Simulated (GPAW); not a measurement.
## Magnetic state of Co6 on Ru4 0001 from several starts

Wanted: the moments of Co6 on Ru4 0001 and the energy of each order that was tried.

Calculated with GPAW 26.7.0; PBE; plane waves with GPAW's PAW setups, scalar-relativistic.

**1. Starting point**

The cell holds 10 atoms: 4 Ru and 6 Co. Its edges and angles: a = 2.706 Å, b = 2.706 Å, c = 29.133 Å, α = 90.0°, β = 90.0°, γ = 120.0°. ideal sites on the substrate's mesh, layer spacings from atomic volumes, unrelaxed, 12 A of vacuum. Vacuum lies along c.

**2. Order 1, typed as ferro ++++++**

The parallel start comes first: it fits the smallest cell, keeps the most symmetry and shows whether parallel moments form.

order1.py reads:

```python
import json
import numpy as np
from ase import Atoms
from ase.parallel import paropen, parprint
from gpaw import GPAW

atoms = Atoms(['Ru', 'Ru', 'Ru', 'Ru', 'Co', 'Co', 'Co', 'Co', 'Co', 'Co'],
    cell=[[2.706, 0.0, 0.0],
         [-1.353, 2.343465, 0.0],
         [0.0, 0.0, 29.1334]],
    scaled_positions=[[0.0, 0.0, 0.205949],
         [0.333333, 0.666667, 0.279563],
         [0.0, 0.0, 0.353178],
         [0.333333, 0.666667, 0.426792],
         [0.0, 0.0, 0.49364],
         [0.333333, 0.666667, 0.553722],
         [0.0, 0.0, 0.613804],
         [0.333333, 0.666667, 0.673886],
         [0.0, 0.0, 0.733969],
         [0.333333, 0.666667, 0.794051]],
    pbc=True,
    magmoms=[0.0, 0.0, 0.0, 0.0, 1.8, 1.8, 1.8, 1.8, 1.8, 1.8])
atoms.calc = GPAW(mode={'name': 'pw', 'ecut': 450},
    xc='PBE',
    kpts={'size': (18, 18, 1), 'gamma': True},
    occupations={'name': 'fermi-dirac', 'width': 0.05},
    convergence={'density': 1e-05, 'energy': 1e-05},
    maxiter=250,
    mixer={'name': 'pulay', 'beta': 0.03, 'nmaxold': 8, 'weight': 100},
    symmetry={'tolerance': 1e-4},
    txt='order1.txt')
e = atoms.get_potential_energy(force_consistent=True)
res = {'free_energy': e, 'energy_sigma0': atoms.get_potential_energy(), 'fermi_energy': atoms.calc.get_fermi_level()}
res['moments'] = atoms.get_magnetic_moments().tolist()
res['total'] = atoms.get_magnetic_moment()
parprint('site moments (muB):', np.round(res['moments'], 3))
parprint(f"total moment: {res['total']:.3f} muB")
parprint(f'free energy: {e:.6f} eV')
atoms.calc.write('order1.gpw')
with paropen('results.json', 'w') as f:
    json.dump(res, f)
```

Command:

```
$ OMP_NUM_THREADS=1 mpirun -n 4 gpaw python order1.py > order1.log
```

Standard output:

```text
site moments (muB): [-0.024  0.013 -0.048 -0.043  1.342  1.641  1.665  1.667  1.741  1.833]
total moment: 9.487 muB
free energy: -82.898754 eV

--- order1.txt ---
Input parameters:
  mode=PW(ecut=450),
  convergence={'density': 1e-05, 'energy': 1e-05},
  kpts=MonkhorstPack(size=(18, 18, 1), gamma=True),
  maxiter=250,
  mixer=Pulay(name='pulay', nmaxold=8, beta=0.03, weight=100, sigma=0.015, g_ss=None),
  occupations=Occupations(name='fermi-dirac', width=0.05),
  symmetry=Symmetry(tolerance=0.0001),
  xc=XC(name='PBE')

Diagonalizing LCAO Hamiltonian
Converting LCAO to pw mode

        Co

       Co
        Co

       Co
        Co

       Co

        Ru

       Ru

        Ru

       Ru

Atoms  # Å, Bohr magnetons
|   | symbol |         x |        y |         z |    initial magnetic moments |
|---|--------|-----------|----------|-----------|-----------------------------|
| 0 |     Ru |  0.000000 | 0.000000 |  5.999995 | ( 0.0000,  0.0000,  0.0000) |
| 1 |     Ru | -0.000001 | 1.562311 |  8.144621 | ( 0.0000,  0.0000,  0.0000) |
| 2 |     Ru |  0.000000 | 0.000000 | 10.289276 | ( 0.0000,  0.0000,  0.0000) |
| 3 |     Ru | -0.000001 | 1.562311 | 12.433902 | ( 0.0000,  0.0000,  0.0000) |
| 4 |     Co |  0.000000 | 0.000000 | 14.381412 | ( 0.0000,  0.0000,  1.8000) |
| 5 |     Co | -0.000001 | 1.562311 | 16.131805 | ( 0.0000,  0.0000,  1.8000) |
| 6 |     Co |  0.000000 | 0.000000 | 17.882197 | ( 0.0000,  0.0000,  1.8000) |
| 7 |     Co | -0.000001 | 1.562311 | 19.632590 | ( 0.0000,  0.0000,  1.8000) |
| 8 |     Co |  0.000000 | 0.000000 | 21.383012 | ( 0.0000,  0.0000,  1.8000) |
| 9 |     Co | -0.000001 | 1.562311 | 23.133405 | ( 0.0000,  0.0000,  1.8000) |

Unit cell  # Å
| periodic |         x |        y |         z |   lengths |     angles |
|----------|-----------|----------|-----------|-----------|------------|
|      yes |  2.706000 | 0.000000 |  0.000000 |  2.706000 |  90.000000 |
|      yes | -1.353000 | 2.343465 |  0.000000 |  2.706000 |  90.000000 |
|      yes |  0.000000 | 0.000000 | 29.133400 | 29.133400 | 119.999997 |

Number of symmetries: 6

BZ-sampling:
  Number of BZ points: 324
  Number of IBZ points: 37

  Monkhorst-Pack size: [18, 18, 1]
  Monkhorst-Pack shift: [0.027778, 0.027778, 0.0]

K-points  # in reciprocal-cell coordinates
|     |                                coordinates |     weight |
|-----|--------------------------------------------|------------|
|   0 | ( -0.00000000,  -0.00000000,   0.00000000) | 0.00308642 |
|   1 | (  0.05555556,  -0.00000000,   0.00000000) | 0.01851852 |
|   2 | (  0.11111111,  -0.05555556,   0.00000000) | 0.01851852 |
|   3 | (  0.11111111,  -0.00000000,   0.00000000) | 0.01851852 |
|   4 | (  0.16666667,  -0.05555556,   0.00000000) | 0.03703704 |
|   5 | (  0.16666667,  -0.00000000,   0.00000000) | 0.01851852 |
|   6 | (  0.22222222,  -0.11111111,   0.00000000) | 0.01851852 |
|   7 | (  0.22222222,  -0.05555556,   0.00000000) | 0.03703704 |
|   8 | (  0.22222222,  -0.00000000,   0.00000000) | 0.01851852 |
|   9 | (  0.27777778,  -0.11111111,   0.00000000) | 0.03703704 |
| ... |                                            |            |
|  36 | (  0.50000000,   0.50000000,   0.00000000) | 0.00925926 |

Plane wave coefficients: 4061
Cutoff: 450.000000 eV

Spin-components: 2 (collinear spins)
Bands:           82
Projectors:      60
Spin-degeneracy: 1
Datatype:        complex128

Parallelization:
  kpt:    4
  domain: 1
  band:   1

Density:
  Valence electrons: 118.0
  Components: 2
  Grid points: [ 14  14 144]
  Charge: 0.0  # |e|

Potential:
  Grid points: [ 14  14 144]

species:
  Ru:
    name:    Ruthenium
    Z:       44.0
    valence: 16
    core:    28
    charge:  0.0  # [|e|]
    compensation charges:
      type: gauss
      rc: 0.39  # [Å]
      lmax: 2
    cutoffs:
      filter: 2.16  # [Å]
      core: 1.30  # [Å]
    projectors
    | kind |    occ | energy [eV] | rcut [Å] |
    |------|--------|-------------|----------|
    |   4s |  2.000 |     -76.316 |    1.281 |
    |   5s |  1.000 |      -4.236 |    1.281 |
    |   4p |  6.000 |     -46.423 |    1.286 |
    |   5p |  0.000 |      -0.913 |    1.286 |
    |   4d |  7.000 |      -5.203 |    1.254 |
    |    d |        |      22.008 |    1.254 |

    Using partial waves for Ru as LCAO basis

  Co:
    name:    Cobalt
    Z:       27.0
    valence: 9
    core:    18
    charge:  0.0  # [|e|]
    compensation charges:
      type: gauss
      rc: 0.32  # [Å]
      lmax: 2
    cutoffs:
      filter: 1.87  # [Å]
      core: 2.55  # [Å]
    projectors
    | kind |    occ | energy [eV] | rcut [Å] |
    |------|--------|-------------|----------|
    |   4s |  2.000 |      -5.469 |    1.005 |
    |   4p |  0.000 |      -1.277 |    1.058 |
    |   3d |  7.000 |      -8.205 |    1.005 |
    |    s |        |      21.742 |    1.005 |
    |    p |        |      25.934 |    1.058 |
    |    d |        |      19.007 |    1.005 |

    Using partial waves for Co as LCAO basis

Reference energy: -720396.759366  # eV

eigensolver:
  PPCG
  Converge bands: occupied
  niter=2

density mixing:
  Pulay-Mixer
  Linear mixing parameters: 0.03
  Old densities: 8
  Fourier metric: weight=100, sigma=0.015

occupation numbers:
  Fermi-Dirac:
    width: 0.0500  # eV

poisson solver:
  ecut: 3600.000000  # eV

xc functional:
  name: PBE with 2 nearest neighbor stencil

convergence criteria:
- Maximum integral of absolute [dens]ity change: 1e-05 electrons / valence electron
- Maximum [total energy] change in last 3 cyles: 1e-05 eV / valence electron
- Maximum integral of absolute [eigenst]ate change: 4e-08 eV^2 / valence electron
maximum number of iterations: 250

SCF iterations
|iter     |      energy | eigst |  dens |  magmom |
|---------|-------------|-------|-------|---------|
|iter:   1|       0s | -106.084129 | +0.32 |       | +10.8163|
|iter:   2|      11s | -798.281660 | +1.71 | -0.56 | +10.5408|
|iter:   3|      21s | -151.206509 | +1.05 | -0.17 | +10.4829|
|iter:   4|      31s |  -98.602624 | +0.74 | -0.52 | +10.4723|
|iter:   5|      42s |  -88.290862 | -0.13 | -0.75 | +10.4948|
|iter:   6|      53s |  -87.450434 | -1.40 | -0.96 | +10.4967|
|iter:   7|      63s |  -85.314677 | -2.04 | -1.01 | +10.4922|
|iter:   8|      74s |  -84.843806 | -2.76 | -1.09 | +10.4653|
|iter:   9|      84s |  -84.719234 | -1.70 | -1.14 | +10.3208|
|iter:  10|      94s |  -84.016682 | -2.48 | -1.13 | +10.2295|
[... 47 iterations left out ...]
|iter:  58|     525s |  -82.847413c| -8.42c| -4.53 |  +9.4882|
|iter:  59|     529s |  -82.847415c| -8.01c| -4.62 |  +9.4883|
|iter:  60|     534s |  -82.847416c| -8.31c| -4.70 |  +9.4883|
|iter:  61|     538s |  -82.847417c| -8.43c| -4.70 |  +9.4883|
|iter:  62|     543s |  -82.847417c| -8.97c| -4.70 |  +9.4882|
|iter:  63|     547s |  -82.847416c| -8.09c| -4.71 |  +9.4878|
|iter:  64|     552s |  -82.847416c| -8.71c| -4.85 |  +9.4877|
|iter:  65|     556s |  -82.847416c| -8.63c| -4.89 |  +9.4875|
|iter:  66|     561s |  -82.847416c| -8.75c| -4.99 |  +9.4872|
|iter:  67|     565s |  -82.847416c| -9.08c| -5.17c|  +9.4870|

Converged in 67 steps
Energy contributions relative to reference atoms: (reference = -720396.759366)

Energy contributions:
  Kinetic:          42.683921
  Coulomb:         -47.731698
  Zero:              0.756161
  External:          0.000000
  Xc:              -78.504462
  Entropy:          -0.102676
  Spinorbit:         0.000000
  ----------------------------
  Free energy:     -82.898754
  Extrapolated:    -82.847416

dipole moment: (-32.882063, -28.162672, 0.061283)  # |e|*Ang

Total magnetic moment: (0.000000, 0.000000, 9.486968)

Local magnetic moments
|        x |        y |         z |
|----------|----------|-----------|
| 0.000000 | 0.000000 | -0.024005 |  # Ru   0
| 0.000000 | 0.000000 |  0.013002 |  # Ru   1
| 0.000000 | 0.000000 | -0.047779 |  # Ru   2
| 0.000000 | 0.000000 | -0.042815 |  # Ru   3
| 0.000000 | 0.000000 |  1.342471 |  # Co   4
| 0.000000 | 0.000000 |  1.640819 |  # Co   5
| 0.000000 | 0.000000 |  1.665041 |  # Co   6
| 0.000000 | 0.000000 |  1.667472 |  # Co   7
| 0.000000 | 0.000000 |  1.741060 |  # Co   8
| 0.000000 | 0.000000 |  1.833287 |  # Co   9

Fermi level: 6.114
Eigenvalues  # (at kpt = [-0.000, -0.000, 0.000])
| band index |      eig [eV] | occ [0-1] |      eig [eV] | occ [0-1] |
|------------|---------------|-----------|---------------|-----------|
|          0 |       -67.060 |     1.000 |       -67.059 |     1.000 |
|        ... |               |           |               |           |
|         56 |         4.530 |     1.000 |         5.954 |     0.960 |
|         57 |         4.843 |     1.000 |         5.954 |     0.960 |
|         58 |         4.843 |     1.000 |         5.983 |     0.931 |
|         59 |         5.187 |     1.000 |         6.268 |     0.044 |
|         60 |         5.187 |     1.000 |         6.357 |     0.008 |
|         61 |         5.369 |     1.000 |         6.357 |     0.008 |
|         62 |         5.383 |     1.000 |         6.649 |     0.000 |
|         63 |         5.383 |     1.000 |         6.649 |     0.000 |
|         64 |         5.474 |     1.000 |         6.698 |     0.000 |
|         65 |         5.474 |     1.000 |         6.961 |     0.000 |
|         66 |         5.557 |     1.000 |         6.961 |     0.000 |
|         67 |         5.557 |     1.000 |         7.086 |     0.000 |
|         68 |         6.326 |     0.014 |         7.086 |     0.000 |
|         69 |         6.326 |     0.014 |         7.182 |     0.000 |
|         70 |         6.514 |     0.000 |         7.182 |     0.000 |
|        ... |               |           |               |           |
|         81 |        16.761 |     0.000 |        17.234 |     0.000 |

No gap
No difference between direct/indirect transitions
```

Elapsed: 9.7 min, on 4 MPI ranks of Arm Neoverse V2, shared host; peak memory 1.4 GiB.

Spin moment in the augmentation sphere by atom:

```tsv
atom	spin moment in the augmentation sphere (μB)
Ru1	-0.02
Ru2	0.01
Ru3	-0.05
Ru4	-0.04
Co5	1.34
Co6	1.64
Co7	1.67
Co8	1.67
Co9	1.74
Co10	1.83
```

Read from the output:

```yaml
magnetization: 9.487 μB
final_state: ferromagnetic
```

After 67 cycles the largest moment stands at 1.83 μB.

**3. Order 2, typed as ferri +++++-**

Another pattern of signs weighs the neighbour shells otherwise.

order2.py is the script of step 2 with these lines changed:

```diff
@@ -21,3 +21,3 @@
     pbc=True,
-    magmoms=[0.0, 0.0, 0.0, 0.0, 1.8, 1.8, 1.8, 1.8, 1.8, 1.8])
+    magmoms=[0.0, 0.0, 0.0, 0.0, 1.8, 1.8, 1.8, 1.8, 1.8, -1.8])
 atoms.calc = GPAW(mode={'name': 'pw', 'ecut': 450},
@@ -30,3 +30,3 @@
     symmetry={'tolerance': 1e-4},
-    txt='order1.txt')
+    txt='order2.txt')
 e = atoms.get_potential_energy(force_consistent=True)
@@ -38,3 +38,3 @@
 parprint(f'free energy: {e:.6f} eV')
-atoms.calc.write('order1.gpw')
+atoms.calc.write('order2.gpw')
 with paropen('results.json', 'w') as f:
```

Command:

```
$ OMP_NUM_THREADS=1 mpirun -n 4 gpaw python order2.py > order2.log
```

Standard output:

```text
gpaw.KohnShamConvergenceError

--- order2.txt ---
Input parameters:
  mode=PW(ecut=450),
  convergence={'density': 1e-05, 'energy': 1e-05},
  kpts=MonkhorstPack(size=(18, 18, 1), gamma=True),
  maxiter=250,
  mixer=Pulay(name='pulay', nmaxold=8, beta=0.03, weight=100, sigma=0.015, g_ss=None),
  occupations=Occupations(name='fermi-dirac', width=0.05),
  symmetry=Symmetry(tolerance=0.0001),
  xc=XC(name='PBE')

Diagonalizing LCAO Hamiltonian
Converting LCAO to pw mode

        Co

       Co
        Co

       Co
        Co

       Co

        Ru

       Ru

        Ru

       Ru

Atoms  # Å, Bohr magnetons
|   | symbol |         x |        y |         z |    initial magnetic moments |
|---|--------|-----------|----------|-----------|-----------------------------|
| 0 |     Ru |  0.000000 | 0.000000 |  5.999995 | ( 0.0000,  0.0000,  0.0000) |
| 1 |     Ru | -0.000001 | 1.562311 |  8.144621 | ( 0.0000,  0.0000,  0.0000) |
| 2 |     Ru |  0.000000 | 0.000000 | 10.289276 | ( 0.0000,  0.0000,  0.0000) |
| 3 |     Ru | -0.000001 | 1.562311 | 12.433902 | ( 0.0000,  0.0000,  0.0000) |
| 4 |     Co |  0.000000 | 0.000000 | 14.381412 | ( 0.0000,  0.0000,  1.8000) |
| 5 |     Co | -0.000001 | 1.562311 | 16.131805 | ( 0.0000,  0.0000,  1.8000) |
| 6 |     Co |  0.000000 | 0.000000 | 17.882197 | ( 0.0000,  0.0000,  1.8000) |
| 7 |     Co | -0.000001 | 1.562311 | 19.632590 | ( 0.0000,  0.0000,  1.8000) |
| 8 |     Co |  0.000000 | 0.000000 | 21.383012 | ( 0.0000,  0.0000,  1.8000) |
| 9 |     Co | -0.000001 | 1.562311 | 23.133405 | ( 0.0000,  0.0000, -1.8000) |

Number of symmetries: 6

BZ-sampling:
  Number of BZ points: 324
  Number of IBZ points: 37

  Monkhorst-Pack size: [18, 18, 1]
  Monkhorst-Pack shift: [0.027778, 0.027778, 0.0]

Plane wave coefficients: 4061
Cutoff: 450.000000 eV

Spin-components: 2 (collinear spins)
Bands:           80
Projectors:      60
Spin-degeneracy: 1
Datatype:        complex128

Parallelization:
  kpt:    4
  domain: 1
  band:   1

Density:
  Valence electrons: 118.0
  Components: 2
  Grid points: [ 14  14 144]
  Charge: 0.0  # |e|

Potential:
  Grid points: [ 14  14 144]

[... setups left out ...]
Reference energy: -720396.759366  # eV

convergence criteria:
- Maximum integral of absolute [dens]ity change: 1e-05 electrons / valence electron
- Maximum [total energy] change in last 3 cyles: 1e-05 eV / valence electron
- Maximum integral of absolute [eigenst]ate change: 4e-08 eV^2 / valence electron
maximum number of iterations: 250

SCF iterations
|iter     |      energy | eigst |  dens |  magmom |
|---------|-------------|-------|-------|---------|
|iter:   1|       0s | -106.160490 | +0.32 |       |  +7.2109|
|iter:   2|       9s | -781.303625 | +1.73 | -0.56 |  +7.0293|
|iter:   3|      18s | -164.648384 | +1.07 | -0.18 |  +6.9918|
|iter:   4|      27s | -100.000993 | +0.76 | -0.49 |  +6.9943|
|iter:   5|      37s |  -88.483009 | +0.14 | -0.75 |  +6.9971|
|iter:   6|      46s |  -88.033328 | -1.19 | -0.95 |  +6.9981|
[...]
[... 230 iterations left out ...]
[...]
|iter: 247|    2333s |  -82.480853 | -2.25 | -2.25 |  +4.6888|
|iter: 248|    2344s |  -82.484120 | -3.59 | -3.02 |  +4.4995|
|iter: 249|    2355s |  -82.481490 | -4.08 | -2.86 |  +4.6186|
|iter: 250|    2366s |  -82.441778 | -2.38 | -2.94 |  +5.5708|
```

The job ended after 40 min (4 MPI ranks; peak memory 1.4 GiB).

The run stopped without converging, so none of its numbers is a property of the system.

A smaller mixing step or another start is the usual next try.

**4. Start 3: no spin polarisation**

A run without seeds gives the zero against which the gain from the moments is read.

nospin.py is the script of step 3 with these lines changed:

```diff
@@ -20,4 +20,3 @@
          [0.333333, 0.666667, 0.794051]],
-    pbc=True,
-    magmoms=[0.0, 0.0, 0.0, 0.0, 1.8, 1.8, 1.8, 1.8, 1.8, -1.8])
+    pbc=True)
 atoms.calc = GPAW(mode={'name': 'pw', 'ecut': 450},
@@ -30,11 +29,7 @@
     symmetry={'tolerance': 1e-4},
-    txt='order2.txt')
+    txt='nospin.txt')
 e = atoms.get_potential_energy(force_consistent=True)
 res = {'free_energy': e, 'energy_sigma0': atoms.get_potential_energy(), 'fermi_energy': atoms.calc.get_fermi_level()}
-res['moments'] = atoms.get_magnetic_moments().tolist()
-res['total'] = atoms.get_magnetic_moment()
-parprint('site moments (muB):', np.round(res['moments'], 3))
-parprint(f"total moment: {res['total']:.3f} muB")
 parprint(f'free energy: {e:.6f} eV')
-atoms.calc.write('order2.gpw')
+atoms.calc.write('nospin.gpw')
 with paropen('results.json', 'w') as f:
```

Command:

```
$ OMP_NUM_THREADS=1 mpirun -n 4 gpaw python nospin.py > nospin.log
```

Standard output:

```text
free energy: -81.553274 eV

--- nospin.txt ---
Input parameters:
  mode=PW(ecut=450),
  convergence={'density': 1e-05, 'energy': 1e-05},
  kpts=MonkhorstPack(size=(18, 18, 1), gamma=True),
  maxiter=250,
  mixer=Pulay(name='pulay', nmaxold=8, beta=0.03, weight=100, sigma=0.015, g_ss=None),
  occupations=Occupations(name='fermi-dirac', width=0.05),
  symmetry=Symmetry(tolerance=0.0001),
  xc=XC(name='PBE')

[...]
|        ... |               |           |
|         54 |         5.022 |     2.000 |
|         55 |         5.022 |     2.000 |
|         56 |         5.191 |     2.000 |
|         57 |         5.322 |     2.000 |
[...]
|         67 |         6.274 |     0.005 |
|         68 |         6.322 |     0.002 |
|         69 |         6.322 |     0.002 |
|        ... |               |           |
|         74 |         7.115 |     0.000 |

No gap
No difference between direct/indirect transitions

[key lines of the parts left out:]
Free energy:     -81.553274
Converged in 68 steps
dipole moment: (-32.866035, -28.196712, 0.010090)  # |e|*Ang
Fermi level: 5.978
```

Wall time 5.4 min (4 MPI ranks); peak memory 1.1 GiB; 21 min of CPU time.

This step gave:

| Item | Value |
| --- | --- |
| final state | non-magnetic (no spin polarisation) |

It lies 224 meV a seeded atom over the first start.

**5. The states side by side**

Energies are divided by the number of seeded atoms, so that cells of unlike size compare.

Orders:

```tsv
start	final state	typed order kept	energy over the lowest (meV a seeded atom)	largest site moment (μB)	net moment (μB a primitive cell)	mesh matched	CPU time (s)
ferro ++++++	ferromagnetic	yes	0	1.833	9.487	yes	2338
no spin polarisation	non-magnetic	-	224.2	0	0	yes	1289
```

**6. What came out**

```json
{
 "lower run": "with moments",
 "largest site moment": "1.83 μB",
 "next state": "non-magnetic, 224 meV a seeded atom higher",
 "energy gained by spin polarisation": "224 meV a seeded atom"
}
```

**Reading.** No opposed order could be compared. The parallel start holds moments up to 1.83 μB. 1 start gave no converged result and is missing from the ranking; a lower order may hide there. No antiferromagnetic order was obtained, so the session says nothing on how the moments order.

[Long decimals in the printed logs are rounded to 6 places.]

[Logs and program files are shortened in this print: banners, set-up blocks, solver, clock and traceback lines can be left out without a mark of their own.]

[Logs are printed without paths, hosts, clocks, repeated set-up lines and the standing remarks that a program may print on its own settings, such as how far it seeks lower states.]

[Hosts, paths, dates, database ids (printed as entryN), source tags and the programs' standing remarks are cut or masked in the printed files.]

[Where the starting crystal was built by hand or by swapping elements, it need not be the compound's stable phase.]

[Where a cell is said to come from a database of computed structures, the database is the Materials Project.]

[Runs that the program refused, that were killed for memory or that had too few empty states are not shown or counted.]

[Lattice constants of own cells that a recipe calls measured were typed without a cited source.]
